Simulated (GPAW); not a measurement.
# Work function of Mo2COS MXene monolayer at several levels, part 2 of 2

Aim: the work function of both faces of Mo2COS MXene monolayer, and its spread over functionals and bases.

GPAW 26.7.0; GPAW, PAW setups; layer in a repeated cell with vacuum, relaxation of atoms and in-plane cell (the session's first sound run).

So far, upper work function (eV): step 3 (the slab's potential, PBE, GPAW) 6.22; step 4 (RPBE) 6.08; step 5 (GPAW, PAW setups) 6.51; step 6 (revPBE) 6.09.

## (7) Self-consistent run: xc = "LDA"

Level of this step: GPAW, PAW setups; slab in vacuum (GPAW).

The same geometry under LDA, to see how far the functional moves the levels against the vacuum.

Input file run.py:

```python
import json
import numpy as np
from ase import Atoms
from gpaw import GPAW, PW

slab = Atoms(
    ['S', 'Mo', 'C', 'Mo', 'O'],
    positions=[
        [-0.00000, 1.81864, 7.00000],
        [1.57499, 0.90932, 8.66557],
        [0.00000, -0.00000, 9.77657],
        [-0.00000, 1.81864, 10.87416],
        [1.57499, 0.90932, 11.96451]],
    cell=[[3.14998, -0.0, 0.0], [-1.57499, 2.72796, 0.0], [0.0, 0.0, 18.9645]],
    pbc=[True, True, False])

slab.calc = GPAW(mode=PW(500), xc='LDA', kpts={'size': (12, 12, 1), 'gamma': True},
                 occupations={'name': 'fermi-dirac', 'width': 0.05}, nbands='160%',
                 convergence={'density': 1e-05}, maxiter=200,
                 poissonsolver={'dipolelayer': 'xy'},
                 symmetry={'tolerance': 1e-3}, txt='slab.txt')
result = {}
energy = slab.get_potential_energy()
fermi = slab.calc.get_fermi_level()
v = slab.calc.get_electrostatic_potential().mean((0, 1)) - fermi
n = slab.calc.get_pseudo_density().mean((0, 1))
L = slab.cell[2, 2]
z = np.arange(len(v)) * L / len(v)
low, high = slab.positions[:, 2].min(), slab.positions[:, 2].max()
below, above = np.interp([low - 4.8, high + 4.8], z, v)
slopes = [np.interp(x, z, np.gradient(v, z)) for x in (low - 4.8, high + 4.8)]
eps = np.array([[slab.calc.get_eigenvalues(k, s) for k in range(len(slab.calc.get_ibz_k_points()))]
                for s in range(slab.calc.get_number_of_spins())]) - fermi
top, bottom = eps[eps < 0].max(), eps[eps > 0].min()
dipole = slab.get_dipole_moment()[2]
print(f'energy {energy:.4f} eV, Fermi level {fermi:.4f} eV, dipole {dipole:.5f} e A')
print(f'potential 4.8 A off the faces, from the Fermi level: lower {below:.4f} eV, upper {above:.4f} eV')
print(f'slope of the potential there: lower {slopes[0]:.5f}, upper {slopes[1]:.5f} eV/A')
print(f'nearest levels on the mesh: {top:.4f} and {bottom:.4f} eV')
print('magnetic moment', round(slab.get_magnetic_moment(), 3))
result.update(energy=energy, fermi=fermi, dipole=dipole, below=below, above=above, slopes=slopes, edges=[top, bottom],
              z=z.tolist(), v=v.tolist(), n=n.tolist(), positions=slab.positions.tolist(),
              forces=slab.get_forces(apply_constraint=False).tolist(), moments=slab.get_magnetic_moments().tolist())
json.dump(result, open('result.json', 'w'))
```

Command:

```
> OMP_NUM_THREADS=1 OPENBLAS_NUM_THREADS=1 python run.py
```

What it wrote:

```text
energy -48.7419 eV, Fermi level 0.2858 eV, dipole -0.05043 e A
potential 4.8 A off the faces, from the Fermi level: lower 5.4984 eV, upper 6.5646 eV
slope of the potential there: lower 0.00056, upper 0.00046 eV/A
nearest levels on the mesh: -0.0107 and 0.0550 eV
magnetic moment 0.0
```

Run time: 60 s. Hardware: 1 thread of Intel Xeon Platinum 8488C (Sapphire Rapids), shared host; peak memory 0.25 GiB.

Numbers from this step:

```
dipole along the normal                    : -0.05043 e·Å
levels nearest the Fermi level on the mesh : -0.01075, 0.05497 eV from the Fermi level
upper work function                        : 6.565 eV
lower work function                        : 5.498 eV
```

The upper face's work function is 6.565 eV, against 6.216 eV in the first plane-wave PBE run at this geometry.

## (8) Self-consistent run: xc = "vdW-DF2"

The same geometry under vdW-DF2, to see how far the functional moves the levels against the vacuum (the van der Waals functionals take revPBE setups).

Edit run.py of step 7 so:

```diff
@@ -16,3 +16,3 @@
 
-slab.calc = GPAW(mode=PW(500), xc='LDA', kpts={'size': (12, 12, 1), 'gamma': True},
+slab.calc = GPAW(mode=PW(500), xc='vdW-DF2', kpts={'size': (12, 12, 1), 'gamma': True},
                  occupations={'name': 'fermi-dirac', 'width': 0.05}, nbands='160%',
```

What it wrote:

```text
energy -251.8837 eV, Fermi level 0.2556 eV, dipole -0.05150 e A
potential 4.8 A off the faces, from the Fermi level: lower 5.6878 eV, upper 6.7765 eV
slope of the potential there: lower 0.00043, upper 0.00052 eV/A
nearest levels on the mesh: -0.0129 and 0.0364 eV
magnetic moment 0.0
```

Elapsed: 90 s, on 1 thread; peak memory 0.42 GiB.

Numbers from this step:

```yaml
dipole_along_the_normal: -0.05150 e·Å
levels_nearest_the_fermi_level_on_the_mesh: -0.01289, 0.03645 eV from the Fermi level
upper_work_function: 6.777 eV
lower_work_function: 5.688 eV
```

The electrostatic potential energy of an electron (without an applied field's), less the Fermi level, planar mean oscillates, so the rows of the table below give means over windows of 0.5 Å about each position, cut where the curve ends. Its maxima inside the range that stand out by 2 % of the span (Å: eV): 7.74: -5.27, 9.39: -11.1, 10.16: -11.4, 11.61: -9.45. Its minima: 6.97: -19.2, 8.71: -24.1, 9.77: -14.2, 10.84: -24.3, 11.90: -10.8.

The electrostatic potential energy of an electron (without an applied field's), less the Fermi level, planar mean by z; means over each step:

```csv
z (Å),"electrostatic potential energy of an electron (without an applied field's), less the Fermi level, planar mean (eV)"
0.0,6.03
0.5,5.72
1.0,5.69
1.5,5.69
2.0,5.69
2.5,5.69
3.0,5.69
3.5,5.69
4.0,5.68
4.5,5.66
5.0,5.56
5.5,5.11
6.0,3.06
6.5,-5.25
7.0,-17.1
7.5,-8.29
8.0,-8.88
8.5,-21.1
9.0,-18.2
9.5,-12.2
10.0,-12.6
10.5,-17.5
11.0,-21.9
11.5,-11.5
12.0,-8.36
12.5,2.29
13.0,6.02
13.5,6.63
14.0,6.74
14.5,6.77
15.0,6.77
15.5,6.78
16.0,6.78
16.5,6.78
17.0,6.78
17.5,6.78
18.0,6.78
18.5,6.73
```

The upper face's work function is 6.777 eV, against 6.216 eV in the first plane-wave PBE run at this geometry.

## (9) Real-space grid: mode = "fd"

A real-space grid is a second complete basis, so it checks the plane-wave result.

Edit run.py of step 8 so:

```diff
@@ -3,3 +3,3 @@
 from ase import Atoms
-from gpaw import GPAW, PW
+from gpaw import GPAW
 
@@ -16,3 +16,3 @@
 
-slab.calc = GPAW(mode=PW(500), xc='vdW-DF2', kpts={'size': (12, 12, 1), 'gamma': True},
+slab.calc = GPAW(mode='fd', h=0.18, xc='PBE', kpts={'size': (12, 12, 1), 'gamma': True},
                  occupations={'name': 'fermi-dirac', 'width': 0.05}, nbands='160%',
```

What it wrote:

```text
energy -44.2750 eV, Fermi level -5.7429 eV, dipole -0.04573 e A
potential 4.8 A off the faces, from the Fermi level: lower 5.2613 eV, upper 6.2245 eV
slope of the potential there: lower -0.00006, upper 0.00001 eV/A
nearest levels on the mesh: -0.0135 and 0.0520 eV
magnetic moment 0.0
```

It took 3.4 min on 1 thread; peak memory 0.61 GiB.

Numbers from this step:

* dipole along the normal: -0.04573 e·Å
* levels nearest the Fermi level on the mesh: -0.01350, 0.05203 eV from the Fermi level
* upper work function: 6.224 eV
* lower work function: 5.261 eV

The upper face's work function is 6.224 eV, against 6.216 eV in the first plane-wave PBE run at this geometry.

## (10) Atomic orbitals: mode = "lcao"

Atom-centred orbitals end a few angstrom from the surface, which tests how much the density's tail matters.

Edit run.py of step 9 so:

```diff
@@ -16,4 +16,4 @@
 
-slab.calc = GPAW(mode='fd', h=0.18, xc='PBE', kpts={'size': (12, 12, 1), 'gamma': True},
-                 occupations={'name': 'fermi-dirac', 'width': 0.05}, nbands='160%',
+slab.calc = GPAW(mode='lcao', basis='dzp', h=0.18, xc='PBE', kpts={'size': (12, 12, 1), 'gamma': True},
+                 occupations={'name': 'fermi-dirac', 'width': 0.05}, nbands='120%',
                  convergence={'density': 1e-05}, maxiter=200,
```

What it wrote:

```text
energy -41.4741 eV, Fermi level -5.8867 eV, dipole -0.05504 e A
potential 4.8 A off the faces, from the Fermi level: lower 5.3070 eV, upper 6.4664 eV
slope of the potential there: lower 0.00000, upper 0.00003 eV/A
nearest levels on the mesh: -0.0004 and 0.0212 eV
magnetic moment 0.0
```

It took 8.8 min on 1 thread; peak memory 0.34 GiB.

Numbers from this step:

| Item | Value |
| --- | --- |
| dipole along the normal | -0.05504 e·Å |
| levels nearest the Fermi level on the mesh | -4.48e-4, 0.02122 eV from the Fermi level |
| upper work function | 6.466 eV |
| lower work function | 5.307 eV |

The electrostatic potential energy of an electron (without an applied field's), less the Fermi level, planar mean oscillates, so the rows of the table below give means over windows of 1 Å about each position, cut where the curve ends. Its maxima inside the range that stand out by 2 % of the span (Å: eV): 7.7: -5.23, 9.4: -11.2, 10.1: -11.6, 11.7: -9.53. Its minima: 7.0: -19.5, 8.7: -24.1, 9.8: -14.3, 10.8: -24.3, 11.9: -10.8.

Electrostatic potential energy of an electron (without an applied field's), less the Fermi level, planar mean against z; means over each step:

z (Å), electrostatic potential energy of an electron (without an applied field's), less the Fermi level, planar mean (eV) and a bar from the least value:
```
        0        5.4 #############################
        1        5.3 #############################
        2        5.3 #############################
        3        5.3 #############################
        4        5.3 #############################
        5        5.2 #############################
        6        2.1 #########################
        7      -13.5 #######
        8      -10.5 ##########
        9      -17.9 ##
       10      -13.3 #######
       11      -19.4 
       12       -6.6 ###############
       13        5.5 #############################
       14        6.4 ##############################
       15        6.5 ##############################
       16        6.5 ##############################
       17        6.5 ##############################
       18        6.5 ##############################
```

The upper face's work function is 6.466 eV, against 6.216 eV in the first plane-wave PBE run at this geometry.

## (11) All levels side by side

Times are for 1 thread of Intel Xeon Platinum 8488C (Sapphire Rapids), shared host. The runs compared:

```
no.         run  upper work function (eV)  lower work function (eV)     time  memory (GiB)
  1          pw                     6.216                     5.262     70 s          0.25
  2        RPBE                     6.080                     5.169     67 s          0.25
  3  optPBE vdW                     6.512                     5.515     81 s          0.42
  4      revPBE                     6.086                     5.166     66 s          0.25
  5         LDA                     6.565                     5.498     60 s          0.25
  6     vdW DF2                     6.777                     5.688     90 s          0.42
  7          fd                     6.224                     5.261  3.4 min          0.61
  8        lcao                     6.466                     5.307  8.8 min          0.34
```

## (12) Side by side

Results and costs are gathered.

This step: comparison of work functions, dipole and cost (GPAW 26.7.0).

Ladder, by row:

```csv
step,code,"work function, upper (eV)","work function, lower (eV)",dipole (e Å),wall time (s),peak memory (GiB),threads
pw,GPAW,6.216,5.262,-0.0451,69.81,0.25,1
RPBE,GPAW,6.08,5.169,-0.04308,67.24,0.25,1
optPBE-vdW,GPAW,6.512,5.515,-0.04715,80.87,0.42,1
revPBE,GPAW,6.086,5.166,-0.04351,66.49,0.25,1
LDA,GPAW,6.565,5.498,-0.05043,60.49,0.25,1
vdW-DF2,GPAW,6.777,5.688,-0.0515,89.54,0.42,1
fd,GPAW,6.224,5.261,-0.04573,206.2,0.61,1
lcao,GPAW,6.466,5.307,-0.05504,525.1,0.34,1
```

## (13) A changed run

One more run, with changed settings.

This step: GPAW, PAW setups; slab in vacuum (GPAW 26.7.0).

Edit run.py of step 10 so:

```diff
@@ -3,3 +3,3 @@
 from ase import Atoms
-from gpaw import GPAW
+from gpaw import GPAW, PW
 
@@ -16,5 +16,5 @@
 
-slab.calc = GPAW(mode='lcao', basis='dzp', h=0.18, xc='PBE', kpts={'size': (12, 12, 1), 'gamma': True},
-                 occupations={'name': 'fermi-dirac', 'width': 0.05}, nbands='120%',
-                 convergence={'density': 1e-05}, maxiter=200,
+slab.calc = GPAW(mode=PW(500), xc='PBE', kpts={'size': (1, 1, 1), 'gamma': True},
+                 occupations={'name': 'fermi-dirac', 'width': 0.05}, nbands='160%',
+                 convergence={'density': 1e-05}, maxiter=50,
                  poissonsolver={'dipolelayer': 'xy'},
```

What it wrote:

```text
energy -37.6799 eV, Fermi level 0.0297 eV, dipole 0.02618 e A
potential 4.8 A off the faces, from the Fermi level: lower 6.6076 eV, upper 6.0596 eV
slope of the potential there: lower 0.00033, upper 0.00045 eV/A
nearest levels on the mesh: -0.1700 and 0.1336 eV
magnetic moment 0.0
```

Wall time 7.8 s (1 thread); peak memory 0.18 GiB.

The run finished. A setting was moved off its sound value on purpose, so it serves as a test and not as the result.

The fault put into the input: one k-point (kpts = [1, 1]).

The two runs compared:

| quantity | this run | sound run | difference |
| --- | --- | --- | --- |
| dipole along the normal (e·Å) | 0.026177 | -0.045103 | 0.0713 |
| upper work function (eV) | 6.0596 | 6.2162 | -0.157 |
| lower work function (eV) | 6.6076 | 5.2622 | 1.35 |

The dipole along the normal changes sign: 0.0262 e·Å against -0.0451 e·Å.

## (14) Results

- work function, upper and lower face: 6.216 and 5.262 eV
- dipole along the normal: -0.0451 e Å

What this shows: With plane waves and PBE the work function is 6.22 eV on the upper face and 5.26 eV on the lower. The two faces differ by 0.95 eV, the step that the slab's dipole makes (e p/(ε0 A) gives 0.95 eV), so the dipole layer is needed. Over the sound runs of the table the upper face's work function spans 6.080 (RPBE) to 6.777 eV (vdW-DF2). Atomic orbitals miss the plane-wave value by 0.25 eV, since they describe the tail of the density in the vacuum poorly. The starting lattice was a guess from atomic radii; the relaxation moved it by 4 %. The relaxation of atoms and cell ran in a fully periodic cell without the dipole layer, so the atoms of this polar layer felt a small spurious field. The layer's cell and atoms come from the relaxation; spin-orbit coupling and temperature are left out.

[Logs are printed without paths, hosts, clocks, repeated set-up lines and the standing remarks that a program may print on its own settings, such as how far it seeks lower states.]

[Hosts, paths, dates, database ids (printed as entryN), source tags and the programs' standing remarks are cut or masked in the printed files.]
